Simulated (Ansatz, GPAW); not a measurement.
# Work function of a 2-layer slab of Fe(100) at several levels, part 2 of 3

Aim: the work function of both faces of a 2-layer slab of Fe(100), and its spread over functionals and bases.

GPAW 26.7.0 and Ansatz 0.2.0; GPAW, PAW setups; slab in vacuum (the session's first sound run).

So far, upper work function (eV): step 2 (relaxing the atoms, PBE, GPAW) 4.00; step 4 (self-consistent run: xc = "vdW-DF2", GPAW, PAW setups, GPAW) 4.51; step 5 (OptPBE vdW: xc = "optPBE-vdW", GPAW, PAW setups, GPAW) 4.25; step 7 (self-consistent run: xc = "RPBE") 3.82; step 8 (real-space grid: mode = "fd", PBE, GPAW) 3.99.

### Step 9. Atomic orbitals: mode = "lcao"

Atom-centred orbitals end a few angstrom from the surface, which tests how much the density's tail matters.

Input file run.py:

```python
import json
import numpy as np
from ase import Atoms
from gpaw import GPAW

slab = Atoms(
    ['Fe', 'Fe'],
    positions=[
        [1.43500, 1.43500, 8.00000],
        [0.00000, 0.00000, 9.30211]],
    cell=[[2.87, 0.0, 0.0], [0.0, 2.87, 0.0], [0.0, 0.0, 17.435]],
    pbc=[True, True, False],
    magmoms=[2.5, 2.5])

slab.calc = GPAW(mode='lcao', basis='dzp', h=0.18, xc='PBE', kpts={'size': (11, 11, 1), 'gamma': True},
                 occupations={'name': 'fermi-dirac', 'width': 0.1}, nbands='120%',
                 convergence={'density': 1e-05}, maxiter=200,
                 poissonsolver={'dipolelayer': 'xy'},
                 symmetry={'tolerance': 1e-3}, txt='slab.txt')
result = {}
energy = slab.get_potential_energy()
fermi = slab.calc.get_fermi_level()
v = slab.calc.get_electrostatic_potential().mean((0, 1)) - fermi
n = slab.calc.get_pseudo_density().mean((0, 1))
L = slab.cell[2, 2]
z = np.arange(len(v)) * L / len(v)
low, high = slab.positions[:, 2].min(), slab.positions[:, 2].max()
below, above = np.interp([low - 5.8, high + 5.8], z, v)
slopes = [np.interp(x, z, np.gradient(v, z)) for x in (low - 5.8, high + 5.8)]
eps = np.array([[slab.calc.get_eigenvalues(k, s) for k in range(len(slab.calc.get_ibz_k_points()))]
                for s in range(slab.calc.get_number_of_spins())]) - fermi
top, bottom = eps[eps < 0].max(), eps[eps > 0].min()
dipole = slab.get_dipole_moment()[2]
print(f'energy {energy:.4f} eV, Fermi level {fermi:.4f} eV, dipole {dipole:.5f} e A')
print(f'potential 5.8 A off the faces, from the Fermi level: lower {below:.4f} eV, upper {above:.4f} eV')
print(f'slope of the potential there: lower {slopes[0]:.5f}, upper {slopes[1]:.5f} eV/A')
print(f'nearest levels on the mesh: {top:.4f} and {bottom:.4f} eV')
print('magnetic moment', round(slab.get_magnetic_moment(), 3))
result.update(energy=energy, fermi=fermi, dipole=dipole, below=below, above=above, slopes=slopes, edges=[top, bottom],
              z=z.tolist(), v=v.tolist(), n=n.tolist(), positions=slab.positions.tolist(),
              forces=slab.get_forces(apply_constraint=False).tolist(), moments=slab.get_magnetic_moments().tolist())
json.dump(result, open('result.json', 'w'))
```

Launch:

```
> OMP_NUM_THREADS=1 OPENBLAS_NUM_THREADS=2 python run.py
```

Numbers of over 12 decimals in the logs are rounded to 6 here.

The log of the run:

```text
energy -13.7887 eV, Fermi level -3.3628 eV, dipole -0.00000 e A
potential 5.8 A off the faces, from the Fermi level: lower 3.3627 eV, upper 3.3628 eV
slope of the potential there: lower 0.00000, upper 0.00000 eV/A
nearest levels on the mesh: -0.0277 and 0.0254 eV
magnetic moment 5.988
```

It took 2.8 min on 2 threads of Arm Neoverse N1, shared host; peak memory 0.23 GiB.

Numbers from this step:

```
dipole along the normal                    : -3.86e-6 e·Å
levels nearest the Fermi level on the mesh : -0.02773, 0.02538 eV from the Fermi level
upper work function                        : 3.363 eV
lower work function                        : 3.363 eV
site moments                               : 2.791, 2.791 μB
sum of the site moments                    : 5.582 μB
```

Table of electrostatic potential energy of an electron (without an applied field's), less the Fermi level, planar mean by z:

z (Å), electrostatic potential energy of an electron (without an applied field's), less the Fermi level, planar mean (eV) and a bar from the least value:
```
      0.0        3.4 ##############################
      0.5        3.4 ##############################
      1.0        3.4 ##############################
      1.5        3.4 ##############################
      2.0        3.4 ##############################
      2.5        3.4 ##############################
      3.0        3.4 ##############################
      3.5        3.4 ##############################
      4.0        3.4 ##############################
      4.5        3.4 ##############################
      5.0        3.4 ##############################
      5.5        3.3 ##############################
      6.0        3.1 ##############################
      6.5        2.5 #############################
      7.0        0.4 #########################
      7.5       -6.2 ###############
      8.0      -15.3 
      8.5       -8.8 ##########
      9.0      -11.9 #####
      9.5      -13.0 ####
     10.0       -2.7 ####################
     10.5        1.5 ###########################
     11.0        2.8 #############################
     11.5        3.2 ##############################
     12.0        3.3 ##############################
     12.5        3.4 ##############################
     13.0        3.4 ##############################
     13.5        3.4 ##############################
     14.0        3.4 ##############################
     14.5        3.4 ##############################
     15.0        3.4 ##############################
     15.5        3.4 ##############################
     16.0        3.4 ##############################
     16.5        3.4 ##############################
     17.0        3.4 ##############################
```

The upper face's work function is 3.363 eV, against 3.998 eV in the first plane-wave PBE run at this geometry.

### Step 10. All levels side by side

Times are for 2 threads of Arm Neoverse N1, shared host. The series side by side:

| no. | run | upper work function (eV) | time | memory (GiB) |
| --- | --- | --- | --- | --- |
| 1 | pw | 3.998 | 67 s | 0.19 |
| 2 | vdW DF2 | 4.509 | 6.4 min | 0.29 |
| 3 | optPBE vdW | 4.249 | 82 s | 0.28 |
| 4 | RPBE | 3.819 | 67 s | 0.19 |
| 5 | fd | 3.994 | 6.3 min | 0.48 |
| 6 | lcao | 3.363 | 2.8 min | 0.23 |

### Step 11. A second plane-wave code

A second program with its own datasets checks the number independently.

This step: Ansatz plane waves; slab in vacuum with a dipole correction (Ansatz 0.2.0).

Input file input.yaml:

```yaml
crystal:
  lattice:
    - [2.87, 0.0, 0.0]
    - [0.0, 2.87, 0.0]
    - [0.0, 0.0, 17.435]
  atoms:
    - { symbol: Fe, position: [0.5, 0.5, 0.4588471465], spin: 2.5 }
    - { symbol: Fe, position: [0.0, 0.0, 0.5335308592], spin: 2.5 }
magnetization:
  spin_polarized: true
kpoints:
  mp_grid: { grid: [11, 11, 1] }
hamiltonian:
  xc: pbe
scf:
  occupations: { method: fermi_dirac, width: 0.1 }
efield:
  axis: 3
  dipole_correction: true
  ramp_width: 0.05
output:
  forces: true
  write_potential: true
  write_density: true
  volumetric_format: npy
  elf: true
```

Launch:

```
> ansatz run input.yaml --threads 2 --pin off --max-ram 4096MiB --backend cpu --events-out ev --progress --plain --runs-dir out
```

The log of the run:

```text
Engine: ansatz 0.2.0, aarch64-unknown-linux-gnu
Pseudopotentials: kind: paw
Pseudopotential: Fe, paw, valence charge 16, recommended cutoff 420 eV (normal), Fe.paw.azcp
Functional definition: PBE
  parameter kappa = 0.804
  parameter beta = 0.066725
  exchange = pbe_x(kappa = kappa, mu = beta*pi^2/3)
  correlation = pbe_c(beta = beta)
Crystal: 2 atoms, lattice volume = 143.610 Å³
Basis set: ecut = 420 eV, 2791 PW (Γ), exchange–correlation on 40×40×240 points (8 copies of the dense FFT grid, shifted against one another)
Bands: 23, of which v1, the nominal top of the filled ones, is band 16 counted from 1 (15 counted from 0)
Symmetry: 8 space group operations
k-points: 21 of 121
Non-local potential: Fe, projectors of the file, l = 0: 3, l = 1: 2, l = 2: 3, l = 3: 1
PAW form: soft (Blöchl's): semilocal exchange-correlation on the pseudo side does not see the compensation charge
PAW one-centre angular grid: Fe, 590 points (default); XC on 64 Gauss nodes
Initial density: superposition of atomic densities (neutral atoms: chi_scale 0, normalization atom)
Starting moments: Σ|m| = 5 μB on 2 of 2 sites
Initial wavefunctions: pseudopotential atomic-orbital guess
Functional: x = pbe(κ = 0.804, μ = 0.219515), c = pbe(β = 0.066725)
SCF iter   1: F=—  HF=-8958.022773 eV  |F-HF|=—  |Δ(HF+E_count)|=         —  Δρ=3.75e-2 (↑3.24e-2 ↓3.75e-2)  dr2=3.64e0  dr2_m=1.39e0  M=5.837 μB ∫|m|=5.917 μB  β_m=1.00  ethr=3.10e-3  p=-0.000 e·Å  D=-4.13e-7 V/Å  ΔV_dip=0.00 eV  dr2_dipole=2.03e-8  V_vac-E_F(+/−)=6.51/6.51 eV  ⟨swp⟩=8.1  Hψ=5177  notcnv=0
Mixer restart at iter 1: flushing history
efield: sawtooth ramp at fractional position 0.9712 (placed from the atoms, in the widest stretch of the axis that holds none; the zero of the levels goes with the place), width 0.0500; the density the first Hamiltonian is built on has a dipole p = -0.000 e·Å; the dipole correction subtracts the counter field D = -4.13e-7 V/Å, which shifts the + side's vacuum level by +0.00 eV against the − side's; the planar-averaged density in the ramp window peaks in size at 8.2e-6 e/Å³
preconditioner: auto → LDOS  [metal: Δε(μ)=0.037 eV  Ē_g=5.897 eV  σ=0.100 eV  W_gap=0.09  n_scr=10 (ndim 8)  ℏωp=12.4 eV  f_vac=0.693  D(μ)=2.61/eV (n_scr^D=10)]
spin=Collinear: LDOS preconditioning applied to the charge; magnetization (m = ρ↑ − ρ↓) channel mixes plain (no charge-response kernel on spin).
SCF iter   2: F=—  HF=-8957.757626 eV  |F-HF|=—  |Δ(HF+E_count)|=   2.65e-1  Δρ=9.15e-3 (↑8.06e-3 ↓9.15e-3)  dr2=1.00e0  dr2_m=3.21e-2  M=5.969 μB ∫|m|=6.148 μB  β_m=0.38  ethr=3.10e-3  p=-0.000 e·Å  D=-5.30e-4 V/Å  ΔV_dip=0.01 eV  dr2_dipole=1.25e-5  V_vac-E_F(+/−)=5.54/5.53 eV  ⟨swp⟩=2.4  Hψ=1913  notcnv=0
density mixer auto → msr1: a metal under ldos (density of states about μ 2.08 of a free-electron gas's, 10 screened modes)
SCF iter   3: F=—  HF=-8958.047215 eV  |F-HF|=—  |Δ(HF+E_count)|=   2.90e-1  Δρ=9.32e-3 (↑9.15e-3 ↓9.32e-3)  dr2=6.77e-2  dr2_m=1.02e-1  M=5.992 μB ∫|m|=6.227 μB  β_m=0.61  ethr=3.10e-3  p=-0.001 e·Å  D=-6.62e-4 V/Å  ΔV_dip=0.01 eV  dr2_dipole=7.04e-6  V_vac-E_F(+/−)=4.58/4.57 eV  ⟨swp⟩=3.4  Hψ=1863  notcnv=0
SCF iter   4: F=—  HF=-8958.466568 eV  |F-HF|=—  |Δ(HF+E_count)|=   4.19e-1  Δρ=2.09e-3 (↑1.91e-3 ↓2.09e-3)  dr2=1.81e-2  dr2_m=7.63e-4  M=5.900 μB ∫|m|=6.131 μB  β_m=0.62  ethr=2.12e-4  p=-0.000 e·Å  D=-1.69e-4 V/Å  ΔV_dip=0.00 eV  dr2_dipole=8.00e-6  V_vac-E_F(+/−)=4.23/4.22 eV  ⟨swp⟩=2.5  Hψ=2212  notcnv=0
SCF iter   5: F=—  HF=-8958.495490 eV  |F-HF|=—  |Δ(HF+E_count)|=   2.89e-2  Δρ=8.75e-4 (↑7.34e-4 ↓8.75e-4)  dr2=2.11e-3  dr2_m=3.64e-4  M=5.885 μB ∫|m|=6.122 μB  β_m=0.81  ethr=5.65e-5  p=-0.000 e·Å  D=-1.71e-4 V/Å  ΔV_dip=0.00 eV  dr2_dipole=3.68e-8  V_vac-E_F(+/−)=4.12/4.12 eV  ⟨swp⟩=2.7  Hψ=1807  notcnv=0
SCF iter   6: F=—  HF=-8958.501709 eV  |F-HF|=—  |Δ(HF+E_count)|=   6.22e-3  Δρ=6.56e-4 (↑2.87e-4 ↓6.56e-4)  dr2=7.14e-4  dr2_m=9.16e-5  M=5.875 μB ∫|m|=6.123 μB  β_m=0.82  ethr=6.61e-6  p=-0.000 e·Å  D=-4.53e-5 V/Å  ΔV_dip=0.00 eV  dr2_dipole=8.89e-8  V_vac-E_F(+/−)=4.01/4.01 eV  ⟨swp⟩=2.6  Hψ=1884  notcnv=0
SCF iter   7: F=—  HF=-8958.501561 eV  |F-HF|=—  |Δ(HF+E_count)|=   1.49e-4  Δρ=1.10e-4 (↑1.10e-4 ↓1.08e-4)  dr2=6.76e-5  dr2_m=6.89e-6  M=5.876 μB ∫|m|=6.123 μB  β_m=0.77  ethr=2.23e-6  p=-0.000 e·Å  D=-6.03e-5 V/Å  ΔV_dip=0.00 eV  dr2_dipole=1.40e-7  V_vac-E_F(+/−)=4.00/3.99 eV  ⟨swp⟩=2.1  Hψ=1387  notcnv=0
SCF iter   8: F=—  HF=-8958.501557 eV  |F-HF|=—  |Δ(HF+E_count)|=   4.01e-6  Δρ=4.80e-5 (↑4.05e-5 ↓4.80e-5)  dr2=7.34e-6  dr2_m=7.54e-7  M=5.876 μB ∫|m|=6.123 μB  β_m=0.75  ethr=2.11e-7  p=-0.000 e·Å  D=-7.01e-6 V/Å  ΔV_dip=0.00 eV  dr2_dipole=1.17e-7  V_vac-E_F(+/−)=3.99/3.99 eV  ⟨swp⟩=2.0  Hψ=1320  notcnv=0
SCF iter   9: F=—  HF=-8958.501557 eV  |F-HF|=—  |Δ(HF+E_count)|=   8.95e-7  Δρ=1.20e-5 (↑1.04e-5 ↓1.20e-5)  dr2=4.36e-7  dr2_m=1.13e-7  M=5.876 μB ∫|m|=6.123 μB  β_m=0.78  ethr=2.29e-8  p=-0.000 e·Å  D=-1.58e-5 V/Å  ΔV_dip=0.00 eV  dr2_dipole=3.56e-9  V_vac-E_F(+/−)=3.99/3.99 eV  ⟨swp⟩=2.1  Hψ=1319  notcnv=0
SCF iter  10: F=—  HF=-8958.501558 eV  |F-HF|=—  |Δ(HF+E_count)|=   5.56e-7  Δρ=6.45e-6 (↑3.63e-6 ↓6.45e-6)  dr2=8.45e-8  dr2_m=1.46e-8  M=5.877 μB ∫|m|=6.123 μB  β_m=0.81  ethr=1.36e-9  p=0.000 e·Å  D=5.49e-7 V/Å  ΔV_dip=-0.00 eV  dr2_dipole=1.82e-10  V_vac-E_F(+/−)=3.99/3.99 eV  ⟨swp⟩=2.5  Hψ=1592  notcnv=0
iter 11 met the thresholds in force, and the SCF goes on: an eigenvalue changes by 3.17 meV, over its tolerance of 0.50 meV (output.eigenvalues, Limitations)
SCF iter  11: F=-8958.501558 eV  HF=-8958.501558 eV  |F-HF|=4.87e-9  |Δ(HF+E_count)|=   1.01e-7  Δρ=1.98e-6 (↑1.53e-6 ↓1.98e-6)  dr2=3.90e-9  dr2_m=3.30e-9  M=5.877 μB ∫|m|=6.123 μB  β_m=0.86  ethr=2.64e-10  p=-0.000 e·Å  D=-1.98e-6 V/Å  ΔV_dip=0.00 eV  dr2_dipole=4.51e-10  V_vac-E_F(+/−)=3.99/3.99 eV  ⟨swp⟩=10.6  Hψ=7413  notcnv=0
iter 12 met the thresholds in force, and the SCF goes on: an eigenvalue changes by 0.87 meV, over its tolerance of 0.50 meV (output.eigenvalues, Limitations)
SCF iter  12: F=-8958.501558 eV  HF=-8958.501558 eV  |F-HF|=3.46e-9  |Δ(HF+E_count)|=   8.79e-9  Δρ=9.39e-7 (↑4.05e-7 ↓9.39e-7)  dr2=4.29e-9  dr2_m=2.12e-10  M=5.877 μB ∫|m|=6.123 μB  β_m=1.00  ethr=1.22e-11  p=0.000 e·Å  D=2.77e-7 V/Å  ΔV_dip=-0.00 eV  dr2_dipole=5.03e-10  V_vac-E_F(+/−)=3.99/3.99 eV  ⟨swp⟩=6.2  Hψ=5638  notcnv=0
Mixer restart at iter 12: flushing history
SCF iter  13: F=-8958.501558 eV  HF=-8958.501558 eV  |F-HF|=2.42e-7  |Δ(HF+E_count)|=   8.97e-9  Δρ=7.55e-6 (↑8.73e-7 ↓7.55e-6)  dr2=2.23e-7  dr2_m=1.58e-8  M=5.877 μB ∫|m|=6.123 μB  β_m=1.00  ethr=1.22e-11  p=-0.000 e·Å  D=-1.43e-5 V/Å  ΔV_dip=0.00 eV  dr2_dipole=3.04e-8  V_vac-E_F(+/−)=3.99/3.99 eV  ⟨swp⟩=2.0  Hψ=1319  notcnv=0  κ⁻¹=1.0e0(r=1)
SCF iter  14: F=-8958.501558 eV  HF=-8958.501558 eV  |F-HF|=2.84e-9  |Δ(HF+E_count)|=   7.84e-9  Δρ=8.58e-7 (↑3.17e-7 ↓8.58e-7)  dr2=2.70e-9  dr2_m=1.44e-10  M=5.877 μB ∫|m|=6.123 μB  ethr=1.22e-11  p=0.000 e·Å  D=1.17e-6 V/Å  ΔV_dip=-0.00 eV  dr2_dipole=2.79e-10  V_vac-E_F(+/−)=3.99/3.99 eV  ⟨swp⟩=6.4  Hψ=5251  notcnv=0
SCF 1 converged in 14 iterations: F = -8958.501558 eV  dr2 = 2.70e-9
  greatest PAW one-centre occupation: 1.003 electrons in one spin orbital (limit 2), on the Fe atom at site 0 (counted from 0), in its partial waves of l = 1
WARN: The output density's exchange-correlation potential varies sharply where the density is thin. Do not read a vacuum level from v_tot or v_xc, or from such a field of the output density. On a cell that repeats whose density bears no net charge and no dipole along the vacuum's axis use v_es (v_loc + v_h of the components); under efield.dipole_correction with no amplitude use v_es + v_field, which holds any externa [...]
SCF converged after 14 iterations
an eigenvalue changed by more than its tolerance at an iteration that met the thresholds in force, so the SCF went on 2 times, its first undamped step at iteration 12: the last check found none over its tolerance
Magnetization: 5.8767 μB (18.9384 up, 13.0616 down)
Absolute magnetization: 6.1240 μB (∫|ρ↑−ρ↓|, with the PAW one-centre terms)
Spin contamination: 0.1100 ħ² per cell (⟨S²⟩ above its minimum at these occupations)
Per-site moments (μB) at R_I (Å): [(2.812937, 0.994625), (2.812921, 0.994625)]
Free energy (F): -8958.501558 eV
Harris-Foulkes:  -8958.501558 eV  (|F-HF|=2.84e-9)
Internal energy: -8958.413542 eV  (E = F + TS)
E sigma→0 (E₀):  -8958.457550 eV
Entropy (-TS):   -0.088017 eV (-44.008 meV/atom)
Fermi energy:    -0.233905 eV
Dipole field:    D = -0.000025 V/Å  (p = -0.000020 e·Å, saw-weighted, corrected)
Work function:   Φ+ = 3.9904 eV   Φ− = 3.9900 eV
Levels:          The Fermi level and band energies are counted from a zero that moves with the ramp; work functions are not
--- Per-component energies (eV) ---
  E_band       = -1024.708103
  E_kinetic    = 692.597031
  E_local      = -28426.081515  (includes V_loc(G=0)·N_el)
  E_nonlocal   = 449.132013
  E_hartree    = 13582.863366
  E_xc         = -229.976622
  E_vxc        = -295.650327  (∫ρ·V_xc dr)
  E_paw        = -2740.228532  (= ΣΔE_a)
  E_vpaw       = -610.432244  (= ΣTr[D̂ρ^β])
  E_aug_tail   = 0.001721  (compensation charges beyond the density's cutoff)
  E_efield     = 0.000000  (sawtooth field / dipole correction)
  E_vefield    = 0.000000  (∫n·V_field dr)
  E_ewald      = 7713.278995
  E_smearing   = -0.088017  (= −TS)
  E_closure    = -0.000000  (closes the sum)
  Σ components = -8958.501558   (vs F -8958.501558, Δ=0.00e0)
--- Forces (eV/Å), atoms counted from 1 ---
  atom   1  Fe     0.00000000     0.00000000     0.11550144
  atom   2  Fe    -0.00000000     0.00000000    -0.11546145
  max |Σ_I F_I| component: 4.00e-5 eV/Å
--- Band table (eV; the first three rows and the last of 42) ---
  k-point 0 ↑: bands = [... 12 lower, -2.7413, -2.4530, -2.3320, -2.2042, -1.6672, -1.6517, -1.6517, -0.9025, ... 3 higher]
  k-point 1 ↑: bands = [... 12 lower, -2.7663, -2.5582, -2.4111, -2.2139, -1.6192, -1.5614, -1.4684, -0.9275, ... 3 higher]
  k-point 2 ↑: bands = [... 12 lower, -2.7892, -2.7700, -2.6556, -2.1151, -1.6078, -1.3892, -0.9826, -0.9519, ... 3 higher]
  k-point 20 ↓: bands = [... 12 lower, 0.2442, 0.3355, 1.1635, 1.1874, 1.5322, 1.7767, 2.8108, 3.4625, ... 3 higher]
```

Run time: 29 s. Hardware: 2 threads; peak memory 0.41 GiB.

Numbers from this step:

```
free energy             : -8958.5016 eV
smearing term TS        : 0.08802 eV
magnetization           : 5.877 μB
absolute magnetization  : 6.124 μB
site moments            : 2.813, 2.813 μB
symmetry operations     : 8
upper work function     : 3.990 eV
lower work function     : 3.990 eV
dipole along the normal : -2.01e-5 e·Å
dipole field            : -2.53e-5 V/Å
vacuum level above      : 3.756 eV
vacuum level below      : 3.756 eV
```

Table of electrostatic potential energy of an electron (with the applied field's), less the Fermi level, planar mean by z:

| z (Å) | electrostatic potential energy of an electron (with the applied field's), less the Fermi level, planar mean (eV) |
| --- | --- |
| 0.0 | 3.99 |
| 0.5 | 3.99 |
| 1.0 | 3.99 |
| 1.5 | 3.99 |
| 2.0 | 3.99 |
| 2.5 | 3.99 |
| 3.0 | 3.99 |
| 3.5 | 3.99 |
| 4.0 | 3.99 |
| 4.5 | 3.98 |
| 5.0 | 3.96 |
| 5.5 | 3.90 |
| 6.0 | 3.71 |
| 6.5 | 3.09 |
| 7.0 | 1.07 |
| 7.5 | -6.49 |
| 8.0 | -12.1 |
| 8.5 | -9.71 |
| 9.0 | -11.0 |
| 9.5 | -10.9 |
| 10.0 | -2.77 |
| 10.5 | 2.17 |
| 11.0 | 3.42 |
| 11.5 | 3.82 |
| 12.0 | 3.94 |
| 12.5 | 3.97 |
| 13.0 | 3.98 |
| 13.5 | 3.99 |
| 14.0 | 3.99 |
| 14.5 | 3.99 |
| 15.0 | 3.99 |
| 15.5 | 3.99 |
| 16.0 | 3.99 |
| 16.5 | 3.99 |
| 17.0 | 3.99 |

The valence density, planar mean by z:

| z (Å) | density (e/Å³) | rho spin (e/Å³) |
| --- | --- | --- |
| 4.0 | 8.0e-5 | 3.3e-5 |
| 4.5 | 2.4e-4 | 9.6e-5 |
| 5.0 | 8.2e-4 | 3.1e-4 |
| 5.5 | 0.00261 | 9.5e-4 |
| 6.0 | 0.00846 | 0.00293 |
| 6.5 | 0.0270 | 0.00909 |
| 7.0 | 0.0928 | 0.0303 |
| 7.5 | 0.681 | 0.139 |
| 8.0 | 2.37 | 0.435 |
| 8.5 | 0.885 | 0.127 |
| 9.0 | 1.52 | 0.255 |
| 9.5 | 1.88 | 0.340 |
| 10.0 | 0.271 | 0.0710 |
| 10.5 | 0.0553 | 0.0184 |
| 11.0 | 0.0171 | 0.00580 |
| 11.5 | 0.00530 | 0.00187 |
| 12.0 | 0.00166 | 6.1e-4 |
| 12.5 | 4.9e-4 | 1.9e-4 |
| 13.0 | 1.6e-4 | 6.5e-5 |
| 13.5 | 6.1e-5 | 2.4e-5 |

(Continued in part 3 of 3.)

[Logs are printed without paths, hosts, clocks, repeated set-up lines and the standing remarks that a program may print on its own settings, such as how far it seeks lower states.]

[Hosts, paths, dates, database ids (printed as entryN), source tags and the programs' standing remarks are cut or masked in the printed files.]
